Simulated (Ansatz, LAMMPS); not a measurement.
**Glassy 96B2O3-4CaO (mol %) (117 atoms) in motion**

How do the atoms of glassy 96B2O3-4CaO (mol %) (117 atoms) move, and what local order do they keep?

Calculated with Ansatz 0.2.0; Kohn-Sham DFT, PBEsol, PAW (set soft_2), plane waves.

### 1. Starting point

The cell holds 117 atoms: 46 B, 1 Ca and 70 O. Its edges and angles: a = 11.131 Å, b = 11.131 Å, c = 11.131 Å, α = 90.0°, β = 90.0°, γ = 90.0°. 117 atoms (46 B, 1 Ca, 70 O) placed at random at 1.97 g/cm³, melted at 3000 K for 20 ps at fixed volume with the Buckingham and Coulomb pair potential of Guillot and Sator (Geochim. Cosmochim. Acta 71, 1249 (2007)) with the boron terms of Wang et al. (J. Non-Cryst. Solids 498, 294 (2018)). Quenched from 3000 K to 300 K at 1000 K/ps and fixed volume, held 10 ps at zero pressure, then minimised at fixed cell.

What the set-up can't give: The quench rate of 1000 K/ps far exceeds what a furnace or splat quench reaches, so expect more defects and frozen-in strain than in a real sample. The network of bonds at the start is that of the classical potential that made the cell. Only the Γ point is sampled, in a cell whose shortest periodic width is 11 Å.

### 2. Single point at the start

A single point comes first, to see the forces before anything moves.

The input, input.yaml:

```yaml
crystal:
  lattice:
    - [11.13139, 0.0, 0.0]
    - [0.0, 11.13139, 0.0]
    - [0.0, 0.0, 11.13139]
  atoms:
    - { symbol: B, position: [0.29335, 0.07234, 0.71325] }
    - { symbol: B, position: [0.96791, 0.99611, 0.62826] }
    - { symbol: B, position: [0.23014, 0.32969, 0.56512] }
    - { symbol: B, position: [0.79163, 0.2946, 0.75312] }
    [... 107 atom lines left out ...]
    - { symbol: O, position: [0.9214, 0.68263, 0.46307] }
    - { symbol: O, position: [0.81707, 0.43005, 0.02549] }
    - { symbol: O, position: [0.93401, 0.36736, 0.1978] }
    - { symbol: O, position: [0.19873, 0.75777, 0.28429] }
    - { symbol: O, position: [0.37091, 0.31225, 0.90782] }
    - { symbol: O, position: [0.89296, 0.35591, 0.71143] }
kpoints:
  mp_grid: { grid: [1, 1, 1] }
hamiltonian:
  xc: pbesol
scf:
  occupations: { method: fermi_dirac, width: 0.078 }
output:
  forces: true
  stress: true
```

The run is started by

```bash
$ ansatz run input.yaml --threads 4 --pin off --max-ram 8192MiB --backend cpu --events-out ev --progress --plain --runs-dir out
```

The job ended after 17 s (4 threads of Arm Neoverse V1, shared host; peak memory 1.7 GiB).

The run gave:

| Quantity | Value |
| --- | --- |
| free energy | -48161.5906 eV |
| free energy per atom | -411.6375 eV/atom |
| SCF cycles | 10 |
| pressure | -11.17 GPa |
| r.m.s. force component | 0.8821 eV/Å |
| longest force | 4.93 eV/Å |
| Fermi energy | 3.648 eV |

The r.m.s. force component of 0.88 eV/Å and the pressure of -11 GPa set the starting point.

Neighbours are counted within 1.83 Å (O-B), 2.83 Å (O-Ca).

Length of the force by element and coordination:

```tsv
element	coordination	atoms	mean length of the force (eV/Å)	spread	least	most
B	all	46	1.88	0.945	0.524	4.93
B	3	43	1.87	0.956	0.524	4.93
B	4	3	2.07	0.742	1.20	3.01
Ca	all	1	0.411	0	0.411	0.411
O	all	70	0.841	0.533	0.175	3.12
O	2	62	0.804	0.507	0.175	3.12
O	3	8	1.13	0.628	0.237	1.99
```

### 3. Dynamics at 900 K

A Nosé–Hoover thermostat steers the temperature while disturbing the dynamics little. The time step is 1.0 fs.

input.yaml, as its differences from that of step 2:

```diff
@@ -16 +16,8 @@
   stress: true
+md:
+  timestep: 1.0
+  n_steps: 264
+  ensemble: nvt_nose_hoover
+  temperature: 900
+  initial_velocities: maxwell_boltzmann
+  seed: 1352
```

The job ended after 41 min (4 threads; peak memory 1.9 GiB).

The program notes that the SCF threshold is loose for the stress and it switched symmetry off.

Rows from the run:

```tsv
time (fs)	T (K)	potential (meV/atom)	conserved (meV/atom)
0.0	900	0.0	0.00
18.0	622	36.3	0.22
35.0	819	13.0	0.12
53.0	863	10.6	0.17
70.0	872	13.3	0.21
88.0	935	8.6	0.21
106.0	971	6.6	0.15
123.0	881	20.1	0.20
141.0	903	18.9	0.27
158.0	982	9.3	0.11
176.0	882	22.4	0.25
194.0	910	18.9	0.19
211.0	842	27.7	0.31
229.0	825	29.8	0.21
246.0	912	19.0	0.13
264.0	793	34.8	0.25
```

Mean square displacement from the first frame to the last: B 0.85 Å², Ca 1.5 Å², O 1.1 Å².

Table of mean square displacement by time lag:

```tsv
time lag (fs)	B (Å²)	Ca (Å²)	O (Å²)
1.0	1.8e-4	7.2e-5	1.4e-4
6.0	0.00611	0.00260	0.00497
11.0	0.0172	0.00870	0.0155
17.0	0.0306	0.0205	0.0329
22.0	0.0400	0.0339	0.0499
28.0	0.0512	0.0538	0.0731
33.0	0.0612	0.0733	0.0943
39.0	0.0728	0.0997	0.122
44.0	0.0822	0.124	0.145
50.0	0.0960	0.155	0.176
55.0	0.112	0.183	0.203
61.0	0.135	0.218	0.237
66.0	0.155	0.247	0.267
71.0	0.175	0.278	0.297
77.0	0.198	0.314	0.334
82.0	0.217	0.345	0.365
88.0	0.240	0.383	0.402
93.0	0.258	0.415	0.433
99.0	0.280	0.455	0.470
104.0	0.301	0.490	0.501
110.0	0.327	0.534	0.539
115.0	0.349	0.573	0.570
121.0	0.375	0.622	0.608
126.0	0.396	0.664	0.640
132.0	0.421	0.716	0.676
```

Over the second half of 264 fs the temperature averages 906 K, falling from about 966 to 869 K (means over the first and last quarter of that half). The conserved energy stays within 0.36 meV/atom. From first frame to last Ca has the largest mean square displacement, 1.5 Å² at the end; the farthest move is 2.91 Å. The count of bonds goes from 148 in the first frame to 144 in the last, by one set of cutoffs: 5 pairs passed out of them and 1 came within. The run spans 0.26 ps, too short for its means to be equilibrium values.

### 4. Local order late in the run

The g(r) is a mean over the second half; what follows it is taken at the last frame.

Bonds before and after, by the cutoffs listed below:

```tsv
pair	bonds before	bonds after	mean before (Å)	mean after (Å)	spread before (Å)	spread after (Å)
O-B	141	140	1.405	1.390	0.025	0.068
O-Ca	7	4	2.522	2.331	0.127	0.288
```

Density 2.00 g/cm³, 11.79 Å³ an atom.

Mean of 14 frames. g(r), total and by pair (bins of 0.2 Å):

```tsv
r (Å)	total	O-O	O-B	O-Ca	B-B	B-Ca	Ca-Ca
1.20	0.31	0.00	0.66	0.00	0.00	0.00	0.00
1.40	5.25	0.00	11.18	0.00	0.00	0.00	0.00
1.60	0.27	0.00	0.57	0.00	0.00	0.00	0.00
1.80	0.01	0.00	0.03	0.00	0.00	0.00	0.00
2.00	0.01	0.00	0.01	0.55	0.00	0.00	0.00
2.20	0.40	0.95	0.02	2.92	0.17	0.00	0.00
2.40	1.74	4.17	0.08	2.08	1.21	0.00	0.00
2.60	0.92	0.89	0.18	0.33	3.29	0.62	0.00
2.80	0.61	0.60	0.47	1.42	0.95	2.60	0.00
3.00	0.77	0.77	0.93	0.32	0.26	2.09	0.00
3.20	0.98	0.76	1.30	0.43	0.57	0.59	0.00
3.40	0.98	0.67	1.29	0.29	0.80	1.32	0.00
3.60	1.24	0.71	1.79	1.19	0.78	0.90	0.00
3.80	1.12	0.80	1.40	1.71	0.99	0.77	0.00
4.00	0.91	0.95	0.85	1.45	0.99	0.80	0.00
4.20	0.99	1.16	0.83	1.21	1.04	1.25	0.00
4.40	1.15	1.39	0.88	1.61	1.38	1.90	0.00
4.60	1.15	1.44	0.88	0.98	1.33	1.29	0.00
4.80	1.00	1.09	0.87	1.04	1.20	1.11	0.00
5.00	0.95	0.85	0.94	1.15	1.19	0.88	0.00
5.20	0.91	0.86	0.96	0.66	0.88	1.01	0.00
5.40	0.99	0.93	1.14	0.67	0.73	0.91	0.00
```

Bonds by pair of elements; cutoffs follow the first minimum of g(r), held within bounds set by covalent radii, and pairs that aren't listed don't count as bonded:

```tsv
pair A-B	cutoff (Å)	bonds	mean length (Å)	spread (Å)	shortest (Å)	B about A	A about B
O-B	1.83	140	1.39	0.068	1.26	2	3.04
O-Ca	2.83	4	2.33	0.288	1.98	0.057	4
```

How many atoms have how many bonded neighbours:

```tsv
element	mean	2	3	4
B	3.04	0	44	2
Ca	4	0	0	1
O	2.06	66	4	0
```

Bond angles (no mean is given where the spread exceeds 20°):

```tsv
angle	count	mean (°)	spread (°)
O-B-O	144	119	6.8
B-O-B	71	139	15.1
B-O-Ca	7	-	-
O-Ca-O	6	-	-
```

Oxygen atoms by the number of network formers (Si, P, Ge, B, Al, As, Ga) bound to them:

```tsv
network formers bound to O	O atoms	per cent
0	0	0
1	1	1.4
2	68	97.1
3	1	1.4
```

Network units: each former by its oxygen neighbours and how many of them bridge to another former:

```tsv
former	O neighbours	bridging O	atoms
B	3	2	1
B	3	3	43
B	4	4	2
```

Bond length by coordination (bonds to H left out):

```tsv
element	coordination	atoms	mean bond length (Å)
B	3	44	1.38
B	4	2	1.49
O	2	66	1.39
O	3	4	1.74
```

Rings of the network by King's shortest-path rule, up to 12 atoms, one path for each pair of neighbours; H, halogens, alkali and alkaline-earth atoms are left out, and the last column divides by all other atoms, bonded or not:

```tsv
ring size (atoms)	rings	per network atom
8	1	0.009
12	3	0.026
```

Counting bonds as in the table, 96 % of B atoms have 3, all Ca atoms have 4 and 94 % of O atoms have 2 bonded neighbours. The O-B-O angle averages 119° with a spread of 7°. 97 % of the oxygens bridge two formers (B) and 1 % are non-bridging; 1 % join three. The commonest B unit has 3 oxygens, 3 of them shared with other formers (43 of 46 atoms). Rings of 12 atoms are the most common (75 % of those counted); sizes run from 8 to 12, where the search stops.

### 5. Single point at the last frame

The last frame is solved once more, with the analyses that the dynamics left out.

The input, input.yaml:

```yaml
crystal:
  lattice:
    - [11.13139, 0.0, 0.0]
    - [0.0, 11.13139, 0.0]
    - [0.0, 0.0, 11.13139]
  atoms:
    - { symbol: B, position: [0.36069, 0.06105, 0.80289] }
    - { symbol: B, position: [0.02433, 0.08985, 0.66994] }
    - { symbol: B, position: [0.22283, 0.28911, 0.53795] }
    - { symbol: B, position: [0.83268, 0.34752, 0.71436] }
    [... 107 atom lines left out ...]
    - { symbol: O, position: [0.91276, 0.74689, 0.47189] }
    - { symbol: O, position: [0.76243, 0.3947, 0.9994] }
    - { symbol: O, position: [0.91629, 0.38909, 0.15686] }
    - { symbol: O, position: [0.11516, 0.7302, 0.27118] }
    - { symbol: O, position: [0.49627, 0.29482, 0.89306] }
    - { symbol: O, position: [0.92339, 0.40451, 0.65452] }
kpoints:
  mp_grid: { grid: [1, 1, 1] }
hamiltonian:
  xc: pbesol
scf:
  occupations: { method: fixed }
output:
  forces: true
  stress: true
  populations: intrinsic
  dos:
    method: { smearing: { sigma: 0.15 } }
    de: 0.1
    projected: { site_lists: { B: [B], Ca: [Ca], O: [O] } }
  eigenvalues: true
  write_density: true
  write_potential: true
  volumetric_format: npy
```

Run time: 28 s. Hardware: 4 threads; peak memory 1.8 GiB; 1.8 min of CPU time.

The program notes that the exchange-correlation potential is rough where the density is thin.

Read from the output:

```
free energy                                      : -48157.5150 eV
free energy per atom                             : -411.6027 eV/atom
SCF cycles                                       : 10
pressure                                         : -1.553 GPa
r.m.s. force component                           : 1.491 eV/Å
longest force                                    : 6.651 eV/Å
Fermi energy                                     : 2.158 eV
gap (highest filled to lowest empty level) : 3.499 eV
```

Neighbours are counted within 1.83 Å (O-B), 2.83 Å (O-Ca), the cutoffs taken from the dynamics.

Length of the force by element and coordination:

```tsv
element	coordination	atoms	mean length of the force (eV/Å)	spread	least	most
B	all	46	2.69	1.17	0.720	5.54
B	3	44	2.76	1.14	0.902	5.54
B	4	2	1.11	0.387	0.720	1.49
Ca	all	1	1.95	0	1.95	1.95
O	all	70	2.10	1.01	0.240	6.65
O	2	66	2.10	1.03	0.240	6.65
O	3	4	2.20	0.543	1.50	3.02
```

Intrinsic-atomic-orbital charges by element and coordination:

```tsv
element	coordination	atoms	mean charge (e)	spread	least	most
B	all	46	0.624	0.0256	0.529	0.671
B	3	44	0.626	0.0243	0.529	0.671
B	4	2	0.579	0.0023	0.577	0.581
Ca	all	1	1.84	0	1.84	1.84
O	all	70	-0.436	0.0703	-0.937	-0.350
O	2	66	-0.433	0.0676	-0.937	-0.350
O	3	4	-0.495	0.0859	-0.575	-0.353
```

Density of states as counts of states in windows of 1 eV (from the Fermi level), total and the larger projections:

```tsv
from (eV)	to (eV)	total	O p	B p
-14	-12	0.0	0.0	0.0
-12	-11	4.1	3.0	0.3
-11	-10	17.4	12.6	1.3
-10	-9	27.5	19.3	3.6
-9	-8	35.9	24.6	7.9
-8	-7	34.6	23.5	9.2
-7	-6	24.2	16.6	6.5
-6	-5	33.1	23.4	8.0
-5	-4	46.1	35.5	7.9
-4	-3	54.4	47.0	4.8
-3	-2	72.0	66.9	2.8
-2	-1	52.0	49.4	1.3
-1	0	17.6	16.8	0.4
0	1	1.0	1.0	0.0
1	3	0.0	0.0	0.0
3	4	5.7	0.8	3.4
4	5	17.3	2.8	10.9
```

With fixed occupations the program's Fermi level is the highest filled level; weight inside the gap is the broadening of levels at its edges.

Between -26 and -14 eV lie 146 more states.

The levels nearest the highest filled one (over half full), pooled over k-points and spins:

```tsv
level less the highest filled one (eV)	occupation
-0.846	2
-0.763	2
-0.625	2
-0.498	2
-0.213	2
0	2
3.50	0
3.79	0
3.97	0
4.08	0
4.44	0
4.54	0
```

Mean intrinsic-atomic-orbital charges: B +0.62, Ca +1.84, O -0.44 e. The largest share in the top eV of filled states is O p (96 % of the projected weight), and in the lowest eV of empty states B p (64 % of the projected weight).

### 6. Results

| Property | Result |
| --- | --- |
| mean temperature, second half | 906 K |
| temperature swing, second half | 55.81 K |
| mean pressure, second half | -1.128 GPa |
| slope of the conserved energy against time, by least squares | 0.1174 meV/atom/ps |
| free energy per atom | -411.6027 eV/atom |
| pressure | -1.553 GPa |
| r.m.s. force component | 1.491 eV/Å |
| gap (highest filled to lowest empty level) | 3.499 eV |
| wall time of the 3 DFT runs | 42 min |

What this shows: Over the second half of 264 fs the temperature averages 906 K, falling from about 966 to 869 K (means over the first and last quarter of that half). The conserved energy stays within 0.36 meV/atom. The count of bonds goes from 148 in the first frame to 144 in the last, by one set of cutoffs: 5 pairs passed out of them and 1 came within. The run spans 0.26 ps, too short for its means to be equilibrium values. Counting bonds as in the table, 96 % of B atoms have 3, all Ca atoms have 4 and 94 % of O atoms have 2 bonded neighbours. 97 % of the oxygens bridge two formers (B) and 1 % are non-bridging; 1 % join three. Between filled and empty levels lie 3.50 eV (at Γ alone); a semilocal functional tends to put such gaps too low. In a disordered cell it changes from sample to sample, and tail or defect levels can set it.

What to keep in mind: The network of bonds at the start is that of the classical potential that made the cell; in DFT 5 of its 148 bonded pairs passed out of the cutoffs and 1 came within them. The stress is far from hydrostatic: its diagonal is -4.6, 0.3, -0.4 GPa, compression counted positive. The pressure of -1.6 GPa is that of one thermal frame at a volume set beforehand, without the kinetic term.

[Logs are printed without paths, hosts, clocks, repeated set-up lines and the standing remarks that a program may print on its own settings, such as how far it seeks lower states.]

[Hosts, paths, dates, database ids (printed as entryN), source tags and the programs' standing remarks are cut or masked in the printed files.]
